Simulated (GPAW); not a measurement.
# Near-edge structure at the N K edge of TaN (Fm-3m), part 2 of 3

How does the N K edge of TaN (Fm-3m) move when the bonds are compressed or stretched?

GPAW 26.7.0; X-ray absorption from dipole matrix elements to empty bands, plane-wave PAW PBE.

So far. Step 2 (Ground state of the crystal): The mesh shows no gap, so the system is treated as a metal and the core electron is put at the Fermi level (neutral cell).

## Step 4: Spectrum with XCH, N atom 2

The holes are 6.2 Å apart. In GPAW the data set carries the hole's charge, so charge=0 means a charged cell and charge=-1 a neutral one. The excited electron is kept in the cell, where it fills the lowest empty states and screens the hole. After the field has converged, empty bands are computed with the density fixed and the dipole matrix elements are summed.

The absorber has 6 Ta at 2.18 Å (octahedral, site symmetry m-3m).

Contents of xas.py:

```python
import numpy as np
from ase import Atoms
from ase.parallel import parprint, paropen
from gpaw import GPAW, PW, FermiDirac, Mixer, MixerDif, setup_paths
from gpaw.test import gen
setup_paths.insert(0, '.')
gen('N', name='fch1s', xcname='PBE', corehole=(1, 0, 1), write_xml=True)
from gpaw.mpi import world
world.barrier()

atoms = Atoms('Ta8N8',
    cell=[[0, 4.358, 4.358],
     [4.358, 0, 4.358],
     [4.358, 4.358, 0]],
    scaled_positions=[[0.25, 0.25, 0.25],
     [0.25, 0.25, 0.75],
     [0.25, 0.75, 0.25],
     [0.75, 0.25, 0.25],
     [0.25, 0.75, 0.75],
     [0.75, 0.25, 0.75],
     [0.75, 0.75, 0.25],
     [0.75, 0.75, 0.75],
     [0, 0, 0],
     [0, 0, 0.5],
     [0, 0.5, 0],
     [0.5, 0, 0],
     [0, 0.5, 0.5],
     [0.5, 0, 0.5],
     [0.5, 0.5, 0],
     [0.5, 0.5, 0.5]],
    pbc=True)
atoms.calc = calc = GPAW(legacy_gpaw=True, mode=PW(500), xc='PBE', setups={8: 'fch1s'},
    kpts={'size': (5, 5, 5), 'gamma': True}, occupations=FermiDirac(0.1),
    charge=-1, mixer=Mixer(0.1, 5, 50), maxiter=150,
    convergence={'density': 0.0001}, txt='scf.txt')
energy = atoms.get_potential_energy() + calc.get_reference_energy()
ef = calc.get_fermi_level()
out = dict(energy=energy, fermi=ef, forces=atoms.get_forces().tolist())
parprint(f'all-electron energy {energy:.4f} eV, Fermi level {ef:.4f} eV')
ev = np.array([[calc.get_eigenvalues(k, s) for k in range(len(calc.get_ibz_k_points()))] for s in range(calc.get_number_of_spins())])
out['homo'], out['lumo'], out['counts'] = ev[ev < ef].max(), ev[ev > ef].min(), sorted(set((ev < ef).sum((0, 2)).tolist()))
out['filled'] = (ev[:, 0] < ef).sum(1).tolist()

from ase.units import Ha
from gpaw.xas import dipole_matrix_elements
nb = int(calc.get_number_of_electrons() / 2) + 141
top, nb = nb, nb + 8 + nb // 12
nscf = calc.fixed_density(kpts={'size': (6, 6, 6), 'gamma': True}, nbands=nb,
    convergence={'bands': top, 'eigenstates': 1e-5}, maxiter=60, txt='nscf.txt')
cell = atoms.cell.array
ops = [cell.T @ U.T @ np.linalg.inv(cell.T) for U in nscf.wfs.kd.symmetry.op_scc]
E = np.arange(-6, 34, 0.1)
fwhm = np.interp(E, [4, 25], [0.9, 3.5])
Y, X, zero, highest = 0, 0, 1e9, 1e9
for spin in range(nscf.get_number_of_spins()):
    wfs = nscf.wfs
    A = dipole_matrix_elements(wfs.setups[8])
    eps = np.zeros((wfs.kd.nibzkpts, nb))
    d = np.zeros((3, A.shape[1], wfs.kd.nibzkpts, nb), complex)
    for kpt in wfs.kpt_u:
        if kpt.s == spin and 8 in kpt.P_ani:
            eps[kpt.k] = kpt.eps_n * Ha
            d[:, :, kpt.k] = (kpt.weight * wfs.nspins / 2) ** 0.5 * np.inner(A, kpt.P_ani[8])
    world.sum(eps)
    world.sum(d)
    T = np.einsum('amkn,bmkn->abkn', d, d.conj()).real
    T = sum(np.einsum('ai,ijkn,bj->abkn', R, T, R) for R in ops) / len(ops)
    empty = eps > ef
    zero, highest = min(zero, eps[empty].min()), min(highest, eps[:, top - 1].min())
    lines = [(eps, T, empty)] if spin == 0 else lines + [(eps, T, empty)]
for eps, T, empty in lines:
    f = np.einsum('aakn->akn', T).reshape(3, -1)
    x = eps.ravel() - zero
    w = np.interp(x, E, fwhm) / 2.35482
    g = np.exp(-0.5 * ((E[:, None] - x) / w) ** 2) / (w * (2 * np.pi) ** 0.5)
    Y = Y + (f * empty.ravel()) @ g.T
    X = X + (f * ~empty.ravel()) @ g.T
out.update(E=E.round(2).tolist(), xas=Y.tolist(), xes=X.tolist(), zero=zero, valid=highest - zero, nk=len(eps), nb=nb)
for i in range(0, len(E), 10):
    parprint(f'{E[i]:7.2f}', *(f'{v:10.3e}' for v in Y[:, i]))
import json
with paropen('out.json', 'w') as f:
    json.dump(out, f)
```

On the command line:

```console
$ OMP_NUM_THREADS=1 mpirun -n 2 gpaw python xas.py
```

Numbers of over 12 decimals in the logs are rounded to 6 here.

Output:

```text
Input parameters:
  charge: -1
  convergence: {density: 0.0001}
  kpts: {gamma: True,
         size: (5, 5, 5)}
  maxiter: 150
  mixer: {backend: pulay,
          beta: 0.1,
          method: separate,
          nmaxold: 5,
          weight: 50}
  mode: {ecut: 500.0,
         name: pw}
  occupations: {fixmagmom: False,
                name: fermi-dirac,
                width: 0.1}
  setups: {8: fch1s}
  xc: PBE

Initialize ...

[... PAW data sets ...]

Reference energy: -3404813.044623  # eV

Spin-paired calculation

[... convergence settings ...]
Symmetries present (total): 48
  [... symmetry matrices ...]

125 k-points: 5 x 5 x 5 Monkhorst-Pack grid
10 k-points in the irreducible part of the Brillouin zone
       k-points in crystal coordinates                weights
   0:     0.00000000    0.00000000    0.00000000          1/125
   1:     0.20000000    0.20000000    0.00000000          6/125
   2:     0.20000000    0.20000000    0.20000000          8/125
   3:     0.40000000    0.20000000   -0.20000000         24/125
   4:     0.40000000    0.20000000    0.20000000         12/125
   5:     0.40000000    0.40000000   -0.40000000         24/125
   6:     0.40000000    0.40000000   -0.20000000         12/125
   7:     0.40000000    0.40000000    0.00000000          6/125
   8:     0.40000000    0.40000000    0.20000000         24/125
   9:     0.40000000    0.40000000    0.40000000          8/125

Wave functions: Plane wave expansion
  Cutoff energy: 500.000 eV
  Number of coefficients (min, max): 4193, 4279
  Pulay-stress correction: 0.000000 eV/Ang^3 (de/decut=0.000000)
  Using FFTW library
  Wavefunction extrapolation:
    Improved wavefunction reuse through dual PAW basis

Occupation numbers: Fermi-Dirac:
  width: 0.1000  # eV

Eigensolver
   Davidson(niter=2)

Densities:
  Coarse grid: 32*32*32 grid
  Fine grid: 64*64*64 grid
  Total Charge: 0.000000

Density mixing:
  Method: separate
  Backend: pulay
  Linear mixing parameter: 0.1
  old densities: 5
  Width of damping distribution: 1.1
  Damping of long wavelength oscillations: 50

[... Hamiltonian set-up ...]
Number of atoms: 16
Number of atomic orbitals: 136
Number of bands in calculation: 91
Number of valence electrons: 145
Bands to converge: occupied

... initialized

Initializing position-dependent things.

Density initialized from atomic densities
Creating initial wave functions:
  91 bands from LCAO basis set

                           Ta
                    Ta
                      Ta

               Ta   N     Ta
              N    Ta
               N    Ta
        N     Ta   N

            N
              N
       N

Atomic positions and initial magnetic moments

Positions:
   0 Ta     2.179000    2.179000    2.179000    ( 0.0000,  0.0000,  0.0000)
   1 Ta     4.358000    4.358000    2.179000    ( 0.0000,  0.0000,  0.0000)
   2 Ta     4.358000    2.179000    4.358000    ( 0.0000,  0.0000,  0.0000)
   3 Ta     2.179000    4.358000    4.358000    ( 0.0000,  0.0000,  0.0000)
   4 Ta     6.537000    4.358000    4.358000    ( 0.0000,  0.0000,  0.0000)
   5 Ta     4.358000    6.537000    4.358000    ( 0.0000,  0.0000,  0.0000)
   6 Ta     4.358000    4.358000    6.537000    ( 0.0000,  0.0000,  0.0000)
[...]
13 N      2.179000    4.358000    2.179000    ( 0.0000,  0.0000,  0.0000)
  14 N      2.179000    2.179000    4.358000    ( 0.0000,  0.0000,  0.0000)
  15 N      4.358000    4.358000    4.358000    ( 0.0000,  0.0000,  0.0000)

Unit cell:
           periodic     x           y           z      points  spacing
  1. axis:    yes    0.000000    4.358000    4.358000    32     0.1573
  2. axis:    yes    4.358000    0.000000    4.358000    32     0.1573
  3. axis:    yes    4.358000    4.358000    0.000000    32     0.1573

  Lengths:   6.163143   6.163143   6.163143
  Angles:   60.000000  60.000000  60.000000

Effective grid spacing dv^(1/3) = 0.1716

iter:   1  -187.719684
iter:   2  -177.063134   -0.53  -1.02
iter:   3  -168.306175   -0.10  -1.14
iter:   4  -168.406437   -0.88  -1.46
iter:   5  -168.498582   -1.55  -1.56
iter:   6  -168.609626   -1.32  -1.66
iter:   7  -168.519929   -2.25  -2.34
iter:   8  -168.518005   -3.02  -2.40
iter:   9  -168.503810c  -2.65  -2.49
iter:  10  -168.502586c  -3.78  -2.91
iter:  11  -168.501963c  -3.62  -2.97
iter:  12  -168.501274c  -4.46  -3.25
iter:  13  -168.501240c  -4.39  -3.46
iter:  14  -168.501279c  -4.87  -3.48
iter:  15  -168.501178c  -4.93  -3.74
iter:  16  -168.501223c  -5.07  -3.69
iter:  17  -168.501231c  -5.74  -4.69c
iter:  18  -168.501220c  -6.44  -4.56c
iter:  19  -168.501209c  -6.61  -4.72c
iter:  20  -168.501212c  -7.38  -5.08c
iter:  21  -168.501213c  -7.99c -5.19c

Converged after 21 iterations.

Dipole moment: (-0.000000, -0.000000, -0.000000) |e|*Ang

Energy contributions relative to reference atoms: (reference = -3404813.044623)

Kinetic:       +178.748661
Potential:     -171.041228
External:        +0.000000
XC:            -174.351547
Entropy (-ST):   -0.189889
Local:           -1.762155
SIC:             +0.000000
--------------------------
Free energy:   -168.596158
Extrapolated:  -168.501213

Showing only first 2 kpts
 Kpt  Band  Eigenvalues  Occupancy
  0    70     16.14871    1.21997
  0    71     16.14871    1.21997
  0    72     17.33866    0.00002
  0    73     17.70933    0.00000

  1    70     16.31884    0.44400
  1    71     16.51244    0.07909
  1    72     17.00312    0.00061
[...]
Fermi level: 16.19344

No gap
No difference between direct/indirect transitions

Forces in eV/Ang:
  0 Ta    0.00000   -0.00000    0.00000
  1 Ta   -0.00000    0.00000    0.97206
  2 Ta    0.00000    0.97206   -0.00000
  3 Ta    0.97206    0.00000    0.00000
  4 Ta   -0.97206    0.00000    0.00000
  5 Ta   -0.00000   -0.97206    0.00000
  6 Ta   -0.00000    0.00000   -0.97206
[...]
13 N    -0.00000    0.00000   -0.00000
 14 N     0.00000    0.00000    0.00000
 15 N     0.00000    0.00000    0.00000
Scalar-relativistic atomic PBE calculation for N (Nitrogen, Z=7)
Core hole in 1s state (1s occupation: 1.0)
300 radial gridpoints.
|------------------------------------------------|
|------------------------------------------------|
[... the atom generator's iteration count ...]

Energy contributions:
-------------------------
Kinetic:      +38.893141
XC:            -4.740592
Potential:    -73.160590
-------------------------
Total:        -39.008042

state      eigenvalue         ekin         rmax
-----------------------------------------------
1s^1.0 :   -16.784323    23.680985        0.144
2s^2.0 :    -1.344151     3.188451        0.910
2p^3.0 :    -0.921356     2.945085        0.787
-----------------------------------------------
(units: Bohr and Hartree)

Generating PAW setup
Kinetic energy of the core from tauc = 23.696066
Cutoffs:
rc(s)=1.140
rc(p)=1.000
rc(d)=1.090
rc(vbar)=1.120
rc(comp)=1.090
rc(nct)=1.140

Kinetic energy of the core states: 23.680985
Charge: 1.0
Core electrons: 1.0
Valence electrons: 5.0
Pseudo-core charge: 0.003697
Shape function alpha=8.417
Pseudo-electron charge 4.916039
state    eigenvalue         norm
--------------------------------
2s(2) :    -1.344151     1.101188
*s    :    -0.344151
2p(3) :    -0.921356     0.903322
*p    :     0.078644
*d    :     0.000000
--------------------------------

Diagonalizing with gridspacing h=0.050

state   all-electron     PAW
-------------------------------
2s:      -1.344151    -1.345632
2p:      -0.921356    -0.925433
*d:                   -0.065555
*f:                   -0.013847
-------------------------------
all-electron energy -3404981.5458 eV, Fermi level 16.1934 eV
[...]
31.00  7.231e-05  7.231e-05  7.231e-05
  32.00  4.522e-05  4.522e-05  4.522e-05
  33.00  3.728e-05  3.728e-05  3.728e-05
```

Wall time 4.5 min (2 MPI ranks of Arm Neoverse V2, shared host); peak memory 0.58 GiB.

The N K spectrum, N atom 2, excited-electron core hole (neutral cell) (energy from the lowest empty level; intensity scaled to a mean of 1 over the first 20 eV):

```
E (eV)  intensity
  -2.0       0.00
  -1.0       0.00
   0.0       0.53
   1.0       2.08
   2.0       1.89
   3.0       1.08
   4.0       1.26
   5.0       1.50
   6.0       2.07
   7.0       1.89
   8.0       1.52
   9.0       1.02
  10.0       1.21
  11.0       0.84
  12.0       0.47
  13.0       0.44
  14.0       0.47
  15.0       0.54
  16.0       0.47
  17.0       0.24
  18.0       0.14
  19.0       0.22
  20.0       0.36
  21.0       0.43
  22.0       0.48
  23.0       0.60
  24.0       0.77
  25.0       0.92
  26.0       1.11
  27.0       1.37
  28.0       1.53
  29.0       1.40
  30.0       1.01
  31.0       0.63
  32.0       0.39
```

Main maxima below 24 eV (height): 1.5 eV (2.41), 3.8 eV (1.30), 6.4 eV (2.24), 10.0 eV (1.21) and 15.2 eV (0.55). A K edge sees empty p states; the first features are N p mixed into the empty d states of the Ta neighbours, and the broad ones above probably into the cations' higher empty bands.

The total-energy difference is 406.66 eV. One term is added: -7.82 eV, since the hole is spin-paired here and a spin-polarised one costs that much less in the free atom (computed apart). The photon energy is then 398.84 eV. The functional leaves an error of a few eV in such absolute values.

## Step 5: Supercell without a hole, the energy reference

The cell changes for the next run, so it gets a reference energy of its own.

The cell differs from the one that the last finished run ended in (a 6.163 → 6.101 Å, b 6.163 → 6.101 Å, c 6.163 → 6.101 Å).

Contents of scf.py:

```python
import numpy as np
from ase import Atoms
from ase.parallel import parprint, paropen
from gpaw import GPAW, PW, FermiDirac, Mixer, MixerDif, setup_paths
from gpaw.test import gen
setup_paths.insert(0, '.')
gen('N', name='nch1s', xcname='PBE', corehole=(1, 0, 0), write_xml=True)
from gpaw.mpi import world
world.barrier()

atoms = Atoms('Ta8N8',
    cell=[[0, 4.31397679, 4.31397679],
     [4.31397679, 0, 4.31397679],
     [4.31397679, 4.31397679, 0]],
    scaled_positions=[[0.25, 0.25, 0.25],
     [0.25, 0.25, 0.75],
     [0.25, 0.75, 0.25],
     [0.75, 0.25, 0.25],
     [0.25, 0.75, 0.75],
     [0.75, 0.25, 0.75],
     [0.75, 0.75, 0.25],
     [0.75, 0.75, 0.75],
     [0, 0, 0],
     [0, 0, 0.5],
     [0, 0.5, 0],
     [0.5, 0, 0],
     [0, 0.5, 0.5],
     [0.5, 0, 0.5],
     [0.5, 0.5, 0],
     [0.5, 0.5, 0.5]],
    pbc=True)
atoms.calc = calc = GPAW(legacy_gpaw=True, mode=PW(500), xc='PBE', setups={8: 'nch1s'},
    kpts={'size': (5, 5, 5), 'gamma': True}, occupations=FermiDirac(0.1),
    charge=0, mixer=Mixer(0.1, 5, 50), maxiter=150,
    convergence={'density': 0.0001}, txt='scf.txt')
energy = atoms.get_potential_energy() + calc.get_reference_energy()
ef = calc.get_fermi_level()
out = dict(energy=energy, fermi=ef, forces=atoms.get_forces().tolist())
parprint(f'all-electron energy {energy:.4f} eV, Fermi level {ef:.4f} eV')
ev = np.array([[calc.get_eigenvalues(k, s) for k in range(len(calc.get_ibz_k_points()))] for s in range(calc.get_number_of_spins())])
out['homo'], out['lumo'], out['counts'] = ev[ev < ef].max(), ev[ev > ef].min(), sorted(set((ev < ef).sum((0, 2)).tolist()))
out['filled'] = (ev[:, 0] < ef).sum(1).tolist()
import json
with paropen('out.json', 'w') as f:
    json.dump(out, f)
```

On the command line:

```console
$ OMP_NUM_THREADS=1 mpirun -n 2 gpaw python scf.py
```

Output:

```text
Input parameters:
  convergence: {density: 0.0001}
  kpts: {gamma: True,
         size: (5, 5, 5)}
  maxiter: 150
  mixer: {backend: pulay,
          beta: 0.1,
          method: separate,
          nmaxold: 5,
          weight: 50}
  mode: {ecut: 500.0,
         name: pw}
  occupations: {fixmagmom: False,
                name: fermi-dirac,
                width: 0.1}
  setups: {8: nch1s}
  xc: PBE

Initialize ...

[...]
2s(2) :    -0.682897     1.073459
*s    :     0.317103
2p(3) :    -0.260504     0.953429
*p    :     0.739496
*d    :     0.000000
--------------------------------

Diagonalizing with gridspacing h=0.050

state   all-electron     PAW
-------------------------------
2s:      -0.682897    -0.683965
2p:      -0.260504    -0.262602
*d:                    0.047814
*f:                    0.075943
-------------------------------
all-electron energy -3405387.5530 eV, Fermi level 16.6223 eV
[key lines of the parts left out:]
Converged after 25 iterations.
Dipole moment: (0.000000, 0.000000, 0.000000) |e|*Ang
Free energy:   -154.336795
Fermi level: 16.62227
```

The job ended after 83 s (2 MPI ranks; peak memory 0.35 GiB).

Reference energy: -3405387.553 eV with the cores included.

## Step 6: Spectrum with XCH, N atom 2

Shorter bonds are expected to push antibonding states and scattering resonances up, and longer ones down; the cell is scaled to test that.

Changed against the first core-hole run: volume scale from 1 to 0.97.

xas.py: that of step 4 with these lines changed.

```diff
@@ -11,5 +11,5 @@
 atoms = Atoms('Ta8N8',
-    cell=[[0, 4.358, 4.358],
-     [4.358, 0, 4.358],
-     [4.358, 4.358, 0]],
+    cell=[[0, 4.31397679, 4.31397679],
+     [4.31397679, 0, 4.31397679],
+     [4.31397679, 4.31397679, 0]],
     scaled_positions=[[0.25, 0.25, 0.25],
@@ -45,3 +45,3 @@
 from gpaw.xas import dipole_matrix_elements
-nb = int(calc.get_number_of_electrons() / 2) + 141
+nb = int(calc.get_number_of_electrons() / 2) + 138
 top, nb = nb, nb + 8 + nb // 12
```

On the command line:

```console
$ OMP_NUM_THREADS=1 mpirun -n 2 gpaw python xas.py
```

Output:

```text
Input parameters:
  charge: -1
  convergence: {density: 0.0001}
  kpts: {gamma: True,
         size: (5, 5, 5)}
  maxiter: 150
  mixer: {backend: pulay,
          beta: 0.1,
          method: separate,
          nmaxold: 5,
          weight: 50}
  mode: {ecut: 500.0,
         name: pw}
  occupations: {fixmagmom: False,
                name: fermi-dirac,
                width: 0.1}
  setups: {8: fch1s}
  xc: PBE

[...]
*p    :     0.078644
*d    :     0.000000
--------------------------------

Diagonalizing with gridspacing h=0.050

state   all-electron     PAW
-------------------------------
2s:      -1.344151    -1.345632
2p:      -0.921356    -0.925433
*d:                   -0.065555
*f:                   -0.013847
-------------------------------
all-electron energy -3404980.8704 eV, Fermi level 16.7439 eV
[...]
32.00  5.984e-05  5.984e-05  5.984e-05
  33.00  4.120e-05  4.120e-05  4.120e-05
[key lines of the parts left out:]
Converged after 19 iterations.
Dipole moment: (0.000000, 0.000000, 0.000000) |e|*Ang
Free energy:   -167.915848
Fermi level: 16.74394
```

Wall time 4.3 min (2 MPI ranks); peak memory 0.58 GiB.

```
E (eV)  first run  this run
  -2.0       0.00      0.00
  -1.0       0.00      0.00
   0.0       0.53      0.51
   1.0       2.08      1.97
   2.0       1.89      1.98
   3.0       1.08      1.03
   4.0       1.26      1.26
   5.0       1.50      1.39
   6.0       2.07      1.80
   7.0       1.89      2.08
   8.0       1.52      1.58
   9.0       1.02      1.09
  10.0       1.21      1.11
  11.0       0.84      1.03
  12.0       0.47      0.57
  13.0       0.44      0.43
  14.0       0.47      0.44
  15.0       0.54      0.50
  16.0       0.47      0.51
  17.0       0.24      0.33
  18.0       0.14      0.15
  19.0       0.22      0.17
  20.0       0.36      0.30
  21.0       0.43      0.41
  22.0       0.48      0.45
  23.0       0.60      0.54
  24.0       0.77      0.69
  25.0       0.92      0.83
  26.0       1.11      0.98
  27.0       1.37      1.22
  28.0       1.53      1.47
  29.0       1.40      1.50
  30.0       1.01      1.25
  31.0       0.63      0.84
  32.0       0.39      0.52
```

Against the first run the r.m.s. difference is 8 %. The highest intensity below 16 eV goes from 1.5 eV (2.41) to 1.6 eV (2.36).

The photon energy of the zero moves by +0.02 eV.

## Step 7: Reference energy of the supercell

The cell changes for the next run, so it gets a reference energy of its own.

The cell differs from the one that the last finished run ended in (a 6.101 → 6.224 Å, b 6.101 → 6.224 Å, c 6.101 → 6.224 Å).

scf.py: that of step 5 with these lines changed.

```diff
@@ -11,5 +11,5 @@
 atoms = Atoms('Ta8N8',
-    cell=[[0, 4.31397679, 4.31397679],
-     [4.31397679, 0, 4.31397679],
-     [4.31397679, 4.31397679, 0]],
+    cell=[[0, 4.40115132, 4.40115132],
+     [4.40115132, 0, 4.40115132],
+     [4.40115132, 4.40115132, 0]],
     scaled_positions=[[0.25, 0.25, 0.25],
```

On the command line:

```console
$ OMP_NUM_THREADS=1 mpirun -n 2 gpaw python scf.py
```

Output:

```text
Input parameters:
  convergence: {density: 0.0001}
  kpts: {gamma: True,
         size: (5, 5, 5)}
  maxiter: 150
  mixer: {backend: pulay,
          beta: 0.1,
          method: separate,
          nmaxold: 5,
          weight: 50}
  mode: {ecut: 500.0,
         name: pw}
  occupations: {fixmagmom: False,
                name: fermi-dirac,
                width: 0.1}
  setups: {8: nch1s}
  xc: PBE

Initialize ...

[...]
2s(2) :    -0.682897     1.073459
*s    :     0.317103
2p(3) :    -0.260504     0.953429
*p    :     0.739496
*d    :     0.000000
--------------------------------

Diagonalizing with gridspacing h=0.050

state   all-electron     PAW
-------------------------------
2s:      -0.682897    -0.683965
2p:      -0.260504    -0.262602
*d:                    0.047814
*f:                    0.075943
-------------------------------
all-electron energy -3405388.4916 eV, Fermi level 15.5644 eV
[key lines of the parts left out:]
Converged after 31 iterations.
Dipole moment: (-0.000000, -0.000000, -0.000000) |e|*Ang
Free energy:   -155.282508
Fermi level: 15.56443
```

Elapsed: 2.4 min, on 2 MPI ranks; peak memory 0.38 GiB; 4.8 min of CPU time.

Reference energy: -3405388.492 eV with the cores included.

(Part 2 of 3 ends here.)

[Banner, clock and machine lines of the logs are left out without a mark of their own.]

[Logs are printed without paths, hosts, clocks, repeated set-up lines and the standing remarks that a program may print on its own settings, such as how far it seeks lower states.]

[Hosts, paths, dates, database ids (printed as entryN), source tags and the programs' standing remarks are cut or masked in the printed files.]

[Lists of maxima count a maximum above −3 eV only where it reaches 4 % of the highest in the window and stands out from its surroundings by 2 % of it (1.5 % where it reaches 55 %); shoulders and weaker maxima are passed over, and of the rest the first, up to two pre-edge ones and the few strongest are named.]
